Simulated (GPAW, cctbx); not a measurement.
# Reading charge transfer from structure factors

BaTi3Ni, I4mm (no. 107), a = 4.2754 Å, b = 4.2754 Å, c = 11.8590 Å, α = 90.00°, β = 90.00°, γ = 90.00°.

```
atom  mult.    x    y       z
 Ba1      2  1/2  1/2  0.4956
 Ni1      2  1/2  1/2  0.1215
 Ti1      2    0    0  0.3908
 Ti2      4  1/2    0  0.2375
```

The start was made by putting kin elements into a known structure type; the compound need not exist, or be stable, in this form.

Absolute values of the static structure factors of the conventional cell from DFT (PBE, GPAW) against free spherical atoms, in electrons:

| hkl | d (Å) | free atoms | crystal |
| --- | --- | --- | --- |
| 002 | 5.929 | 40.74 | 40.41 |
| 101 | 4.022 | 37.03 | 36.78 |
| 110 | 3.023 | 106.24 | 106.84 |
| 004 | 2.965 | 89.30 | 88.69 |
| 103 | 2.902 | 139.35 | 139.78 |
| 112 | 2.693 | 164.31 | 163.95 |
| 200 | 2.138 | 216.53 | 215.99 |
| 114 | 2.117 | 41.55 | 41.20 |
| 105 | 2.074 | 143.79 | 143.46 |
| 202 | 2.011 | 36.88 | 37.26 |

**Question.** Which way does charge move, and which reflections show it best?

Project each element's phase sum on the total phase. At low angle |F| should rise if density moves to atoms that scatter in phase and fall if it moves to atoms that scatter against it.

| hkl | Ba in phase | Ni in phase | Ti in phase | change (e) | (%) |
| --- | --- | --- | --- | --- | --- |
| 002 | +1.7 | +1.1 | -3.8 | -0.33 | -0.8 |
| 101 | +1.9 | -0.8 | -1.9 | -0.25 | -0.7 |
| 110 | +2.0 | +2.0 | -2.0 | +0.59 | +0.6 |
| 004 | +1.9 | -1.9 | +2.7 | -0.61 | -0.7 |
| 103 | +2.0 | +1.4 | +0.8 | +0.43 | +0.3 |
| 112 | +2.0 | +0.1 | +4.4 | -0.36 | -0.2 |
| 200 | +2.0 | +2.0 | +6.0 | -0.54 | -0.2 |
| 114 | -2.0 | +2.0 | +5.7 | -0.35 | -0.9 |

Low-angle reflections that set elements apart and change by more than 0.05 e: 002, 101, 110, 004, 103, 112 and 114. The real-space density gives Voronoi charges Ba +0.11, Ni -0.27, Ti +0.05 e. The signs that these charges predict hold for 101, 110, 004, 103 and 112 and fail for 002 and 114, so the simple rule can't give the direction here. The reflections see the density near the nuclei and the atoms' change of size and shape; Voronoi cells count what crosses the midplanes.

[Outputs are excerpts: Python notices, other lines and further rows are left out; steps that failed or that the build refused (PBEsol, TPSS) are not shown.]

[Logs are printed without paths, hosts, clocks, repeated set-up lines and the standing remarks that a program may print on its own settings, such as how far it seeks lower states.]
